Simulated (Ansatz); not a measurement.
## TiO2 (Anatase): how G0W0 depends on its starting point

How much of the starting functional survives in the G0W0 gap of TiO2 (Anatase)?

Method: G0W0 on several functionals, plane waves, PAW, in Ansatz 0.2.0.

In doubt: masses and optical values from hybrid runs of this build are listed as unsure (step 4), which bears on the screening that GW takes from such a start.

## (1) Set-up

It takes space group I4_1/amd (No. 141, tetragonal). Conventional cell: a = 3.784 Å, b = 3.784 Å, c = 9.515 Å, α = 90.00°, β = 90.00°, γ = 90.00°. Nearest to Ti lie 6 O at 1.93 to 1.98 Å. O has 3 Ti at 1.93 to 1.98 Å nearest. Farther neighbours and most contacts between anions are not listed.

The cell and positions come from the Crystallography Open Database and are kept as given unless a step says otherwise. The default PAW set here is soft_2. Its files were made with PBE.

## (2) G0W0 on LDA

Now the one-shot GW correction: screening in the RPA, then the self-energy of the levels asked for.

This step: G0W0 on LDA, plane waves, PAW.

input.yaml

```yaml
crystal:
  lattice:
    - [-1.8921, 1.8921, 4.7573]
    - [1.8921, -1.8921, 4.7573]
    - [1.8921, 1.8921, -4.7573]
  atoms:
    - { symbol: Ti, position: [0.0, 0.0, 0.0] }
    - { symbol: Ti, position: [0.75, 0.25, 0.5] }
    - { symbol: O, position: [0.2081, 0.2081, 0.0] }
    - { symbol: O, position: [0.9581, 0.4581, 0.5] }
    - { symbol: O, position: [0.5419, 0.0419, 0.5] }
    - { symbol: O, position: [0.7919, 0.7919, 0.0] }
kpoints:
  mp_grid: { grid: [6, 6, 6] }
hamiltonian:
  xc: lda
scf:
  occupations: { method: fixed }
gw:
  n_empty_bands: 539
  ecut_chi: 230.0
  qp_bands: [v2, c2]
  qp_kpoints: band_edges
  screening: { model: contour_deformation }
```

Started as:

```bash
$ ansatz run input.yaml --threads 3 --pin off --max-ram 64512MiB --backend cuda --events-out ev --progress --plain --runs-dir out --devices 1 --max-vram 24GiB  # rebuilt from the run's record
```

Numbers of over 12 decimals in the logs are rounded to 6 here.

Output:

```text
GPUs: using 1 of 1 available (devices: 1).
Engine: ansatz 0.2.0, x86_64-unknown-linux-gnu
Pseudopotentials: kind: paw
Pseudopotential: Ti, paw, valence charge 12, recommended cutoff 420 eV (normal), Ti.paw.azcp
Pseudopotential: O, paw, valence charge 6, recommended cutoff 420 eV (normal), O.paw.azcp
Functional definition: SPW92
  exchange = slater_x
  correlation = pw_c
device memory: the entry about to start is reckoned to put 1.2 GiB on a device that reports 72.2 GiB free (of which the cap on the GPU budget leaves the run 24.0 GiB)
GPU FFT provider: cuFFT
GPU libraries: cuBLAS 13.8.2, cuFFT 12.4.0, cuSOLVER 12.3.4
Crystal: 6 atoms, lattice volume = 68.125 Å³
Basis set: ecut = 420 eV, 1315 PW (Γ)
Bands: 30, of which v1, the nominal top of the filled ones, is band 24 counted from 1 (23 counted from 0)
Symmetry: 16 space group operations
Space group: I41/amd (ITA 141), of the structure as read, at distance tolerance 4.1e-5 Å
k-points: 30 of 216
Non-local potential: Ti, projectors of the file, l = 0: 3, l = 1: 2, l = 2: 3, l = 3: 1
Non-local potential: O, projectors of the file, l = 0: 2, l = 1: 2, l = 2: 1
PAW form: soft (Blöchl's): semilocal exchange-correlation on the pseudo side does not see the compensation charge
PAW frozen core: Ti, regenerated for the run's functional, and the local potential with it (the file was generated under x = pbe(κ = 0.804, μ = 0.219515), c = pbe(β = 0.066725))
PAW frozen core: O, regenerated for the run's functional, and the local potential with it (the file was generated under x = pbe(κ = 0.804, μ = 0.219515), c = pbe(β = 0.066725))
PAW one-centre angular grid: Ti, 590 points (default); XC on 64 Gauss nodes
PAW one-centre angular grid: O, 110 points (default); XC on 64 Gauss nodes
Initial density: superposition of atomic densities (neutral atoms: chi_scale 0, normalization atom), corrected by the library's trained network
Initial wavefunctions: pseudopotential atomic-orbital guess
GPU buffer pool allocated for 64000 grid points (all kernels)
GPU transforms: local potential and band sums: pruned to the plane-wave sphere, on 40×40×40
Functional: x = slater, c = lda
SCF iter   1: F=—  HF=-7130.473413 eV  |F-HF|=—  |Δ(HF+E_count)|=         —  Δρ=1.96e-2  dr2=2.34e-1  ethr=1.77e-3  ⟨swp⟩=4.1  Hψ=3414  notcnv=0  defer=75
preconditioner: auto → none  [insulator: Δε(μ)=1.847 eV  Ē_g=9.413 eV  n_scr=14 (ndim 8)  ℏωp=25.4 eV  f_vac=0.102  ε∞_Penn≈8.3]
SCF iter   2: F=—  HF=-7130.493923 eV  |F-HF|=—  |Δ(HF+E_count)|=   2.05e-2  Δρ=2.40e-2  dr2=3.68e-1  ethr=4.89e-4  ⟨swp⟩=2.0  Hψ=1694  notcnv=0  defer=99
SCF iter   3: F=—  HF=-7130.422903 eV  |F-HF|=—  |Δ(HF+E_count)|=   7.10e-2  Δρ=3.82e-3  dr2=5.52e-3  ethr=4.89e-4  ⟨swp⟩=2.0  Hψ=1284  notcnv=0  defer=98
SCF iter   4: F=—  HF=-7130.421508 eV  |F-HF|=—  |Δ(HF+E_count)|=   1.39e-3  Δρ=8.91e-4  dr2=2.06e-4  ethr=1.15e-5  ⟨swp⟩=2.1  Hψ=1563  notcnv=0  defer=119
SCF iter   5: F=—  HF=-7130.421478 eV  |F-HF|=—  |Δ(HF+E_count)|=   2.98e-5  Δρ=3.24e-4  dr2=8.35e-5  ethr=4.30e-7  ⟨swp⟩=2.2  Hψ=1383  notcnv=0  defer=120
SCF iter   6: F=—  HF=-7130.421459 eV  |F-HF|=—  |Δ(HF+E_count)|=   1.92e-5  Δρ=6.07e-5  dr2=2.63e-6  ethr=1.74e-7  ⟨swp⟩=2.1  Hψ=1184  notcnv=0  defer=68
SCF iter   7: F=-7130.421459 eV  HF=-7130.421459 eV  |F-HF|=6.07e-9  |Δ(HF+E_count)|=   5.32e-7  Δρ=4.29e-6  dr2=8.68e-9  ethr=2.08e-10  ⟨swp⟩=7.5  Hψ=3587  notcnv=0
SCF 1 converged in 7 iterations: F = -7130.421459 eV  dr2 = 8.68e-9
  greatest PAW one-centre occupation: 0.999 electrons in one spin orbital (limit 2), on the Ti atom at site 1 (counted from 0), in its partial waves of l = 0
device memory: the entry about to start is reckoned to put 1.3 GiB (of the 1.4 GiB reckoned in all, the device holds 0.1 GiB already) on a device that reports 72.3 GiB free (of which the cap on the GPU budget leaves the run 23.9 GiB)
NSCF: frozen V_eff on 30 k-points, pencils in batches of 32, up to order 120
the band table was solved once the SCF had ended and its energy, with any forces and stress, was formed, with the checks that follow a solve (3597 applications of the Hamiltonian). They found nothing against the state; the energy, forces and stress were not computed again (output.eigenvalues in the input reference)
device memory: the entry about to start is reckoned to put 4.5 GiB on a device that reports 72.4 GiB free (of which the cap on the GPU budget leaves the run 24.0 GiB)
NSCF: frozen V_eff on 30 k-points
G₀W₀ screening: q 1/30
[... further progress lines ...]
device memory: the entry about to start is reckoned to put 0.6 GiB on a device that reports 59.6 GiB free (of which the cap on the GPU budget leaves the run 24.0 GiB)
NSCF: frozen V_eff on 1 k-points
device memory: the entry about to start is reckoned to put 0.6 GiB on a device that reports 59.6 GiB free (of which the cap on the GPU budget leaves the run 24.0 GiB)
NSCF: frozen V_eff on 1 k-points
device memory: the entry about to start is reckoned to put 0.6 GiB on a device that reports 59.6 GiB free (of which the cap on the GPU budget leaves the run 24.0 GiB)
NSCF: frozen V_eff on 1 k-points
SCF converged after 7 iterations
Free energy (F): -7130.421459 eV
Harris-Foulkes:  -7130.421459 eV  (|F-HF|=6.07e-9)
Internal energy: -7130.421459 eV  (E = F + TS)
E sigma→0 (E₀):  -7130.421459 eV
Fermi energy:    6.910588 eV
--- Per-component energies (eV) ---
  E_band       = -465.887149
  E_kinetic    = 1241.101327
  E_local      = -3573.961697  (includes V_loc(G=0)·N_el)
  E_nonlocal   = 211.801631
  E_hartree    = 1377.451390
  E_xc         = -484.836260
  E_vxc        = -618.186623  (∫ρ·V_xc dr)
  E_paw        = -2580.832055  (= ΣΔE_a)
  E_vpaw       = -481.558355  (= ΣTr[D̂ρ^β])
  E_aug_tail   = 0.010171  (compensation charges beyond the density's cutoff)
  E_ewald      = -3322.195552
  E_core_change = 1.039587  (= ΣΔE_core)
  E_smearing   = -0.000000  (= −TS)
  E_closure    = 0.000000  (closes the sum)
  Σ components = -7130.421459   (vs F -7130.421459, Δ=0.00e0)
--- Band table (eV; the first three rows and the last of 30) ---
  k-point 0: bands = [... 20 lower, 6.1830, 6.1856, 6.4731, 6.4731, 8.9714, 9.7405, 10.8877, 10.8877, ... 2 higher]
  k-point 1: bands = [... 20 lower, 5.6022, 5.7735, 6.2956, 6.6883, 9.8376, 9.9495, 10.1572, 10.5848, ... 2 higher]
  k-point 2: bands = [... 20 lower, 4.8735, 5.9805, 6.3542, 6.8424, 9.9549, 10.2383, 10.3832, 10.7350, ... 2 higher]
  k-point 29: bands = [... 20 lower, 5.6772, 5.6772, 6.8278, 6.8278, 9.3418, 9.3418, 10.6718, 10.6718, ... 2 higher]
--- G₀W₀: contour deformation, 7 samples at zero and on the imaginary axis and 1 off it, 216 q-points, 539 empty bands' worth ---
  eigenvalues of the whole cell's RPA ε∞ on this k-mesh (on a slab, of 1 + 4πα/V) = 6.1977, 6.7731, 6.7731; static W/v taken at q = 0 is 0.150728
  bands read: the sum over 563 bands ends inside a degenerate multiplet in 5 slots, whose members it reads at an even weight; the widest, k=3: bands 563 to 564 (counted from 1) at 1/2 each
  gw.qp_kpoints: band_edges: 23 of 30 stored k-points solved, in 1 pass; an edge of the gap read off the rows below is read off those points alone
    valence top: of the k-points left out ik 23 came nearest to being solved in a further pass, in band 24 (counted from 1, as in the quasiparticle table): it holds the edge there only if its correction is more favourable than any solved in that band by at least 0.467 eV; those differ by 0.073 eV
    conduction bottom: of the k-points left out ik 27 came nearest to being solved in a further pass, in band 25 (counted from 1, as in the quasiparticle table): it holds the edge there only if its correction is more favourable than any solved in that band by at least 0.842 eV; those differ by 0.159 eV
    ik  band        ε_KS         Σx   Σc(E_QP)       V_xc       Z   E_QP_lin       E_QP  E_QP is
     0    23      6.4731   -25.1787     4.3518   -20.4363  0.6959     6.0790     6.0825  root
     0    24      6.4731   -25.1787     4.3518   -20.4363  0.6959     6.0790     6.0825  root
     0    25      8.9714   -13.0579    -6.7618   -21.1106  0.7291    10.2957    10.2622  root
     0    26      9.7405   -13.4417    -7.6710   -22.4698  0.7076    11.1454    11.0976  root
     1    23      6.2956   -25.7962     4.3459   -21.0218  0.7064     5.8632     5.8672  root
     1    24      6.6883   -25.6270     4.3028   -20.9204  0.7035     6.2810     6.2845  root
     1    25      9.8376   -13.3468    -7.7154   -22.4222  0.7079    11.2458    11.1976  root
     1    26      9.9495   -14.3148    -6.6924   -22.2051  0.7078    11.1820    11.1474  root
     2    23      6.3542   -25.2101     4.3067   -20.5177  0.6987     5.9651     5.9686  root
     2    24      6.8424   -25.5633     4.2848   -20.9067  0.7004     6.4677     6.4706  root
     2    25      9.9549   -13.6205    -7.6931   -22.6842  0.7073    11.3745    11.3255  root
     2    26     10.2383   -14.7682    -7.1323   -23.2015  0.7051    11.5828    11.5393  root
     3    23      6.9106   -25.6873     4.2593   -21.0551  0.7032     6.5347     6.5376  root
     3    24      6.9106   -25.6873     4.2593   -21.0551  0.7032     6.5347     6.5376  root
     3    25     10.2458   -13.8831    -7.8029   -23.0361  0.7001    11.6472    11.5959  root
     3    26     10.2458   -13.8831    -7.8029   -23.0361  0.7001    11.6472    11.5959  root
     4    23      6.2139   -25.9847     3.8518   -21.7893  0.7139     5.8680     5.8703  root
     4    24      6.4846   -25.5521     4.2974   -20.8441  0.7041     6.0703     6.0740  root
     4    25      9.5545   -14.0809    -6.5399   -21.8324  0.7163    10.7979    10.7661  root
     4    26      9.8530   -13.4824    -7.6335   -22.4526  0.7063    11.2368    11.1898  root
     5    23      6.2934   -25.8420     4.3292   -21.0638  0.7104     5.8401     5.8443  root
     5    24      6.5314   -25.0957     4.2550   -20.4669  0.6977     6.1544     6.1576  root
     5    25      9.9239   -13.5005    -7.6895   -22.5523  0.7078    11.3345    11.2861  root
     5    26     10.1300   -14.2372    -7.3627   -22.9375  0.7085    11.5131    11.4675  root
[...]
28    23      6.3087   -25.0441     4.1933   -20.4774  0.6995     5.9321     5.9353  root
    28    24      6.3087   -25.0441     4.1933   -20.4774  0.6995     5.9321     5.9353  root
    28    25      9.8509   -13.8900    -7.0907   -22.2537  0.7108    11.1635    11.1240  root
    28    26      9.8509   -13.8900    -7.0907   -22.2537  0.7108    11.1635    11.1240  root
    29    23      6.8278   -26.0521     4.1661   -21.5018  0.7092     6.4407     6.4436  root
    29    24      6.8278   -26.0521     4.1661   -21.5018  0.7092     6.4407     6.4436  root
    29    25      9.3418   -13.2121    -7.1940   -21.7319  0.7194    10.7078    10.6676  root
    29    26      9.3418   -13.2121    -7.1940   -21.7319  0.7194    10.7078    10.6676  root
```

The job ended after 72 s (1 × NVIDIA H100 80GB HBM3 (shared by 3 runs) with 3 threads of AMD EPYC 7R13 (Zen 3), shared host; peak memory 2.9 GiB; 2.2 min of CPU time).

This step gave:

```
bands summed                                 : 563
RPA ε∞ on this mesh (eigenvalues)            : 6.198, 6.773, 6.773
plane waves in the screening matrix          : 559
q-points in the mesh                         : 216
G0W0 gap on the mesh                         : 3.725 eV
k of the valence top                         : 0, 0, -0.5
k of the conduction bottom                   : 0, 0, 0
starting gap on the mesh                     : 2.061 eV
Z at the valence top                         : 0.7032
Z at the conduction bottom                   : 0.7291
least direct G0W0 gap on the computed points : 4.067 eV
```

The gap on the mesh goes from 2.06 eV to 3.72 eV, a correction of +1.66 eV. Between the two edge states, bare exchange in place of the xc potential would open the gap by 12.68 eV, and correlation takes back 11.02 eV.

## (3) G0W0 on PBE

The same correction from a different start measures what one shot leaves open.

This step: G0W0 on PBE, plane waves, PAW.

Changes to input.yaml since step 2:

```diff
@@ -15,3 +15,3 @@
 hamiltonian:
-  xc: lda
+  xc: pbe
 scf:
```

Output:

```text
GPUs: using 1 of 1 available (devices: 1).
[...]
GPU FFT provider: cuFFT
GPU libraries: cuBLAS 13.8.2, cuFFT 12.4.0, cuSOLVER 12.3.4
Crystal: 6 atoms, lattice volume = 68.125 Å³
Basis set: ecut = 420 eV, 1315 PW (Γ)
Bands: 30, of which v1, the nominal top of the filled ones, is band 24 counted from 1 (23 counted from 0)
Symmetry: 16 space group operations
[...]
k-points: 30 of 216
[...]
GPU buffer pool allocated for 64000 grid points (all kernels)
[...]
SCF iter   1: F=—  HF=-7277.469444 eV  |F-HF|=—  |Δ(HF+E_count)|=         —  Δρ=3.44e-3  dr2=3.18e-3  ethr=1.77e-3  ⟨swp⟩=4.1  Hψ=3412  notcnv=0  defer=78
[...]
SCF iter   6: F=-7277.471112 eV  HF=-7277.471112 eV  |F-HF|=4.60e-9  |Δ(HF+E_count)|=   2.67e-6  Δρ=1.17e-5  dr2=5.25e-8  ethr=2.08e-10  ⟨swp⟩=7.8  Hψ=3764  notcnv=0
SCF 1 converged in 6 iterations: F = -7277.471112 eV  dr2 = 5.25e-8
[...]
NSCF: frozen V_eff on 30 k-points, pencils in batches of 32, up to order 120
[...]
NSCF: frozen V_eff on 30 k-points
G₀W₀ screening: q 1/30
[... further progress lines ...]
[...]
SCF converged after 6 iterations
Free energy (F): -7277.471112 eV
[...]
Internal energy: -7277.471112 eV  (E = F + TS)
E sigma→0 (E₀):  -7277.471112 eV
Fermi energy:    7.290149 eV
[...]
--- Band table (eV; the first three rows and the last of 30) ---
  k-point 0: bands = [... 20 lower, 6.5768, 6.5768, 6.8603, 6.8603, 9.4571, 10.1979, 11.3381, 11.3381, ... 2 higher]
  k-point 1: bands = [... 20 lower, 5.9961, 6.1682, 6.6813, 7.0711, 10.2981, 10.3998, 10.5942, 11.0350, ... 2 higher]
  k-point 2: bands = [... 20 lower, 5.2662, 6.3837, 6.7441, 7.2230, 10.4095, 10.6690, 10.8331, 11.1645, ... 2 higher]
  k-point 29: bands = [... 20 lower, 6.0736, 6.0736, 7.2097, 7.2097, 9.8146, 9.8146, 11.1183, 11.1183, ... 2 higher]
[...]
0    23      6.8603   -25.3206     4.4764   -20.3244  0.6965     6.3339     6.3404  root
     0    24      6.8603   -25.3206     4.4764   -20.3244  0.6965     6.3339     6.3404  root
     0    25      9.4571   -13.0752    -6.7090   -20.7917  0.7279    10.4840    10.4646  root
     0    26     10.1979   -13.4563    -7.5800   -22.1402  0.7069    11.3317    11.3019  root
     1    23      6.6813   -25.8880     4.4347   -20.8930  0.7073     6.1140     6.1210  root
     1    24      7.0711   -25.7413     4.4127   -20.8004  0.7041     6.5369     6.5430  root
     1    25     10.2981   -13.3669    -7.6268   -22.0988  0.7071    11.4333    11.4032  root
     1    26     10.3998   -14.3012    -6.6505   -21.9275  0.7074    11.3975    11.3757  root
[...]
29    23      7.2097   -26.1440     4.2603   -21.3790  0.7100     6.6999     6.7050  root
    29    24      7.2097   -26.1440     4.2603   -21.3790  0.7100     6.6999     6.7050  root
    29    25      9.8146   -13.2308    -7.1236   -21.4109  0.7184    10.8952    10.8711  root
    29    26      9.8146   -13.2308    -7.1236   -21.4109  0.7184    10.8952    10.8711  root
```

Run time: 96 s. Hardware: 1 × NVIDIA H100 80GB HBM3 (shared by 3 runs) with 3 threads; peak memory 3.2 GiB.

This step gave:

```
bands summed                                 : 563
RPA ε∞ on this mesh (eigenvalues)            : 5.992, 6.546, 6.546
plane waves in the screening matrix          : 559
q-points in the mesh                         : 216
G0W0 gap on the mesh                         : 3.670 eV
k of the valence top                         : 0, 0, -0.5
k of the conduction bottom                   : 0, 0, 0
starting gap on the mesh                     : 2.167 eV
Z at the valence top                         : 0.7038
Z at the conduction bottom                   : 0.7279
least direct G0W0 gap on the computed points : 4.010 eV
```

Against the run with 6×6×6 mesh, 539 empty bands, screening to 230 eV on LDA, the gap moves by −0.05 eV, while the start moved by +0.11 eV.

## (4) G0W0 on HSE06

This step: G0W0 on HSE06, plane waves, PAW.

Changes to input.yaml since step 3:

```diff
@@ -15,3 +15,3 @@
 hamiltonian:
-  xc: pbe
+  xc: hse06
 scf:
```

Output:

```text
GPUs: using 1 of 1 available (devices: 1).
[...]
davidson cushion auto → on  (no smearing: the cushion is to keep the highest requested band from converging to the state above it; pin scf.eigensolver.cushion to override)
[...]
GPU FFT provider: cuFFT
GPU libraries: cuBLAS 13.8.2, cuFFT 12.4.0, cuSOLVER 12.3.4
Crystal: 6 atoms, lattice volume = 68.125 Å³
Basis set: ecut = 420 eV, 1315 PW (Γ)
[...]
1    25     10.9288   -12.7993    -6.9785   -20.2479  0.7535    11.4022    11.3990  root
     1    26     10.9505   -13.5132    -6.2632   -20.2455  0.7558    11.4225    11.4195  root
[...]
29    23      6.2085   -26.2555     3.8807   -22.4167  0.7571     6.2503     6.2503  root
    29    24      6.2085   -26.2555     3.8807   -22.4167  0.7571     6.2503     6.2503  root
    29    25     10.3685   -12.6008    -6.5863   -19.6579  0.7633    10.8422    10.8393  root
    29    26     10.3685   -12.6008    -6.5863   -19.6579  0.7633    10.8422    10.8393  root
[key lines of the parts left out:]
Free energy (F): -7276.006309 eV
Fermi energy:    6.286607 eV
```

It took 7 min on 1 × NVIDIA H100 80GB HBM3 (shared by 3 runs) with 3 threads; peak memory 3.7 GiB; 9.3 min of CPU time.

Numbers from this step:

- bands summed: 563
- RPA ε∞ on this mesh (eigenvalues): 4.407, 4.638, 4.638
- plane waves in the screening matrix: 559
- G0W0 gap on the mesh: 4.069 eV
- k of the valence top: 0, 0, -0.5
- k of the conduction bottom: 0, 0, 0
- starting gap on the mesh: 3.665 eV
- least direct G0W0 gap on the computed points: 4.427 eV

Against the run with 6×6×6 mesh, 539 empty bands, screening to 230 eV on PBE, the gap moves by +0.40 eV, while the start moved by +1.50 eV.

## (5) The starts together

All on the 6×6×6 mesh with 539 empty bands and screening to 230 eV. Times are wall times on 1 × NVIDIA H100 80GB HBM3 (shared by 3 runs) with 3 threads of AMD EPYC 7R13 (Zen 3), shared host, good to a factor of about two.

| start | starting gap (eV) | shift (eV) | G0W0 gap (eV) | RPA ε∞ (harmonic mean) | Z (valence, conduction) | time |
| --- | --- | --- | --- | --- | --- | --- |
| LDA | 2.06 | +1.66 | 3.72 | 6.57 | 0.70, 0.73 | 72 s |
| PBE | 2.17 | +1.50 | 3.67 | 6.35 | 0.70, 0.73 | 96 s |
| HSE06 | 3.66 | +0.40 | 4.07 | 4.56 | 0.75, 0.77 | 7 min |

The parts of the quasiparticle energy at the two band edges (eV; QP = start + Σx + Σc − Vxc):

| run | edge | start | Σx | Σc | Vxc | Z | QP |
| --- | --- | --- | --- | --- | --- | --- | --- |
| LDA | valence top | 6.91 | -25.69 | 4.26 | -21.06 | 0.70 | 6.54 |
| LDA | conduction bottom | 8.97 | -13.06 | -6.76 | -21.11 | 0.73 | 10.26 |
| PBE | valence top | 7.29 | -25.81 | 4.38 | -20.94 | 0.70 | 6.79 |
| PBE | conduction bottom | 9.46 | -13.08 | -6.71 | -20.79 | 0.73 | 10.46 |
| HSE06 | valence top | 6.29 | -25.93 | 3.98 | -22.01 | 0.75 | 6.34 |
| HSE06 | conduction bottom | 9.95 | -12.40 | -6.25 | -19.11 | 0.77 | 10.41 |

For a hybrid start, Vxc holds its share of exact exchange.

## (6) What came out

| Property | Result |
| --- | --- |
| G0W0@LDA | 3.72 eV (start 2.06 eV) |
| G0W0@PBE | 3.67 eV (start 2.17 eV) |
| G0W0@HSE06 | 4.07 eV (start 3.66 eV) |
| known limits | not at the basis limit |

In words: The starting gaps span 1.60 eV and the G0W0 gaps 0.40 eV. Between LDA and HSE06, 0.34 eV of the 1.60 eV survives, 21 %. The order is not kept throughout: PBE starts 0.11 eV above LDA and ends 0.05 eV below it, so orbitals matter beside the gap. HSE06 screens less than LDA (ε∞ 4.56 against 6.57). Of the 0.34 eV by which its G0W0 gap is higher, the correlation part gives +0.78 eV, and exchange with the one-particle terms, which follow the orbitals, −0.44 eV. The smallest correction, +0.40 eV, is on HSE06, the start nearest to reproducing itself. Bands and cutoff are finite, so the gap is not at the basis limit. The miss can reach some tenths of an eV and take either sign; the mesh is an error of its own.

[Paths, hosts, dates, memory and timing lines, banners, echoed tables and standing remarks are left out of the program output.]

[Logs are printed without paths, hosts, clocks, repeated set-up lines and the standing remarks that a program may print on its own settings, such as how far it seeks lower states.]

[Runs of the session that timed out or met a known fault of the program may be left out.]

[Cells called generated may have been cut or substituted from an entry of the Crystallography Open Database or the Materials Project.]

[Hosts, paths, dates, database ids (printed as entryN), source tags and the programs' standing remarks are cut or masked in the printed files.]
